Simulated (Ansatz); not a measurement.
# Cs2ReF4 (started from the K2NiF4 type) (I4/mmm): how robust is the cRPA U?, part 2 of 2

Wanted: the sensitivity and cost of U and J for Cs2ReF4 (started from the K2NiF4 type) (I4/mmm).

Ansatz 0.2.0; constrained RPA on PBEsol, plane waves, PAW.

So far. Step 4 (Changed: accuracy high): On the Re t2g shell, screening brings the on-site interaction from 12.4 eV down to U = 4.26 eV. Step 5 (Changed: accuracy low): On the Re t2g shell, screening brings the on-site interaction from 12.4 eV down to U = 4.22 eV.

The structure was built from a prototype and need not be the compound's stable phase.

### Step 7. Changed: volume +6 %

The cell differs from the one that the last finished run ended in (a 7.892 → 8.046 Å, b 7.892 → 8.046 Å, c 7.892 → 8.046 Å).

File input.yaml:

```yaml
crystal:
  lattice:
    - [2.1646108085, -2.1646108085, 7.4412823952]
    - [-2.1646108085, 2.1646108085, 7.4412823952]
    - [-2.1646108085, -2.1646108085, -7.4412823952]
  atoms:
    - { symbol: Cs, position: [0.3543751637, 0.3543751637, 0.0] }
    - { symbol: Cs, position: [0.6456248363, 0.6456248363, 0.0] }
    - { symbol: Re, position: [0.0, 0.0, 0.0] }
    - { symbol: F, position: [0.0, 0.5, 0.5] }
    - { symbol: F, position: [0.5, 0.0, 0.5] }
    - { symbol: F, position: [0.1457693893, 0.1457693893, 0.0] }
    - { symbol: F, position: [0.8542306107, 0.8542306107, 0.0] }
kpoints:
  mp_grid: { grid: [8, 8, 8] }
hamiltonian:
  xc: pbesol
scf:
  occupations: { method: gaussian, width: 0.08 }
  n_extra_bands: 19
  max_iter: 150
  lower_state_search: "off"
output:
  crpa:
    kmesh: [4, 4, 4]
    target_bands: [v3, v1]
    projections: [{ species: Re, l: d, shell: 5, orbitals: [dxz, dyz, dxy] }]
  local_orbitals:
    kmesh: [8, 8, 8]
    orbitals: [{ species: Re, l: d, shell: 5, orbitals: [dxz, dyz, dxy] }]
    window: { bands: [v3, v1] }
    seedname: lo
```

Command:

```sh
$ ansatz run input.yaml --threads 4 --pin off --max-ram 14745MiB --backend cpu --events-out ev --progress --plain --runs-dir out
```

Numbers of over 12 decimals in the logs are rounded to 6 here.

Log:

```text
[...]
Crystal: 7 atoms, lattice volume = 139.466 Å³
Basis set: ecut = 420 eV, 2721 PW (Γ)
Bands: 50, of which v1, the nominal top of the filled ones, is band 31 counted from 1 (30 counted from 0)
Symmetry: 16 space group operations
[...]
k-points: 59 of 512
[...]
k-point 58: bands = [... 27 lower, 3.6469, 8.0214, 8.6610, 8.6610, 9.6164, 9.9655, 11.0848, 11.1274, ... 15 higher]
[...]
χ-basis size per q: N_G = 486..514
[...]
Site 2, 5D, 3 of 5 d orbitals (Wannier functions 1, 2, 3; wannier90's mr 2, 3, 5):
      screened: U = 4.4146 eV, U' = 3.6757 eV, J = 0.3234 eV
      screened, to within: U = 1.3e-2 eV, U' = 1.3e-2 eV, J = 5.4e-4 eV
      bare: V = 12.4526 eV, V' = 11.4400 eV, J = 0.4992 eV
[...]
[key lines of the parts left out:]
SCF converged after 10 iterations
Free energy (F): -25111.346197 eV
Fermi energy:    9.344726 eV
```

It took 6.2 min on 4 threads of Arm Neoverse V2, shared host; peak memory 1.1 GiB.

Numbers from this step:

```yaml
u: 4.415 eV
u_prime_inter_orbital: 3.676 eV
j: 0.3234 eV
bare_v: 12.45 eV
bare_j: 0.4992 eV
stated_bound_on_u: 0.01223 eV
u_over_bare_v: 0.3545
electrons_in_the_window: 5.000
head_of_the_constrained_inverse_dielectric_matrix: 0.3363
least_eigenvalue_of_the_projection_s_overlap: 0.8088
target_functions: 3
bands_in_the_sums: 62
r_m_s_miss_of_the_model_bands: 5.96e-5 eV
width_of_the_target_bands: 1.668 eV
weight_of_the_projected_orbitals_in_the_window: 0.8802
```

On the Re t2g shell, screening brings the on-site interaction from 12.5 eV down to U = 4.41 eV.

### Step 8. Changed: potentials

This step: constrained RPA on PBEsol, plane waves, norm-conserving pseudopotentials.

input.yaml, as its differences from that of step 7:

```diff
@@ -2,5 +2,5 @@
   lattice:
-    - [2.1646108085, -2.1646108085, 7.4412823952]
-    - [-2.1646108085, 2.1646108085, 7.4412823952]
-    - [-2.1646108085, -2.1646108085, -7.4412823952]
+    - [2.12297331, -2.12297331, 7.29814517]
+    - [-2.12297331, 2.12297331, 7.29814517]
+    - [-2.12297331, -2.12297331, -7.29814517]
   atoms:
@@ -17,2 +17,3 @@
   xc: pbesol
+  pseudopotentials: { kind: nc }
 scf:
@@ -27,6 +28 @@
     projections: [{ species: Re, l: d, shell: 5, orbitals: [dxz, dyz, dxy] }]
-  local_orbitals:
-    kmesh: [8, 8, 8]
-    orbitals: [{ species: Re, l: d, shell: 5, orbitals: [dxz, dyz, dxy] }]
-    window: { bands: [v3, v1] }
-    seedname: lo
```

Log:

```text
[...]
Crystal: 7 atoms, lattice volume = 131.571 Å³
Basis set: ecut = 1142.878222 eV, 11509 PW (Γ)
Bands: 50, of which v1, the nominal top of the filled ones, is band 31 counted from 1 (30 counted from 0)
Symmetry: 16 space group operations
[...]
k-points: 59 of 512
[...]
k-point 58: bands = [... 27 lower, 4.3228, 8.7625, 9.4819, 9.4819, 10.5768, 11.0413, 11.8990, 12.0626, ... 15 higher]
[...]
χ-basis size per q: N_G = 462..500
[...]
Site 2, 5D, 3 of 5 d orbitals (Wannier functions 1, 2, 3; wannier90's mr 2, 3, 5):
      screened: U = 4.2687 eV, U' = 3.5435 eV, J = 0.3217 eV
      screened, to within: U = 1.3e-2 eV, U' = 1.3e-2 eV, J = 6.3e-4 eV
      bare: V = 12.3657 eV, V' = 11.3637 eV, J = 0.4935 eV
[...]
[key lines of the parts left out:]
SCF converged after 13 iterations
Free energy (F): -6309.239859 eV
Fermi energy:    10.243354 eV
```

The job ended after 17 min (4 threads; peak memory 2.9 GiB; 63 min of CPU time).

This step gave:

| Item | Value |
| --- | --- |
| U | 4.269 eV |
| U prime (inter-orbital) | 3.544 eV |
| J | 0.3217 eV |
| bare V | 12.37 eV |
| bare J | 0.4935 eV |
| stated bound on U | 0.01298 eV |
| U over bare V | 0.3452 |
| electrons in the window | 5.000 |
| head of the constrained inverse dielectric matrix | 0.3220 |
| least eigenvalue of the projection's overlap | 0.7901 |
| target functions | 3 |
| bands in the sums | 62 |
| width of the target bands | 1.882 eV |
| weight of the projected orbitals in the window | 0.8715 |

On the Re t2g shell, screening brings the on-site interaction from 12.4 eV down to U = 4.27 eV.

### Step 9. Side by side

Times are wall times on 4 threads of Arm Neoverse V2, shared host, good to a factor of about two.

```csv
run,bare V (eV),U (eV),J (eV),bound on U (eV),width (eV),time
target window,12.36,4.261,0.322,0.0117,1.89,5.5 min
2×2×2 mesh,12.56,4.436,0.322,0.0114,1.89,24 s
accuracy high,12.36,4.263,0.323,0.0007,1.89,8.8 min
accuracy low,12.36,4.225,0.321,0.1065,1.89,4.4 min
volume +6 %,12.45,4.415,0.323,0.0122,1.67,6.2 min
potentials,12.37,4.269,0.322,0.0130,1.88,17 min
```

### Step 10. Results

| Property | Result |
| --- | --- |
| target window | U 4.26 eV, J 0.32 eV |
| 2×2×2 mesh | U 4.44 eV, J 0.32 eV |
| accuracy high | U 4.26 eV, J 0.32 eV |
| accuracy low | U 4.22 eV, J 0.32 eV |
| volume +6 % | U 4.41 eV, J 0.32 eV |
| potentials | U 4.27 eV, J 0.32 eV |

What this shows: 2×2×2 mesh moves U by +0.17 eV at 0.072 times the time. Accuracy high moves U by +0.002 eV (within the solver's bounds, for the mean over orbitals). Accuracy low moves U by −0.04 eV (within the solver's bounds, for the mean over orbitals). Volume +6 % moves U by +0.15 eV. Potentials moves U by +0.01 eV (within the solver's bounds, for the mean over orbitals) at 3.0 times the time. The printed bound covers the solver alone, not the mesh, and no denser mesh than the base was run. The parent state is non-magnetic and the interaction static (zero frequency); U depends on the window and the orbitals, so it belongs to this model alone. Spin-orbit coupling, which is strong for atoms this heavy, is left out.

[Paths, hosts, dates, memory and timing lines, banners, echoed tables and standing remarks are left out of the program output.]

[Logs are printed without paths, hosts, clocks, repeated set-up lines and the standing remarks that a program may print on its own settings, such as how far it seeks lower states.]

[Runs of the session that timed out or met a known fault of the program may be left out.]

[Hosts, paths, dates, database ids (printed as entryN), source tags and the programs' standing remarks are cut or masked in the printed files.]
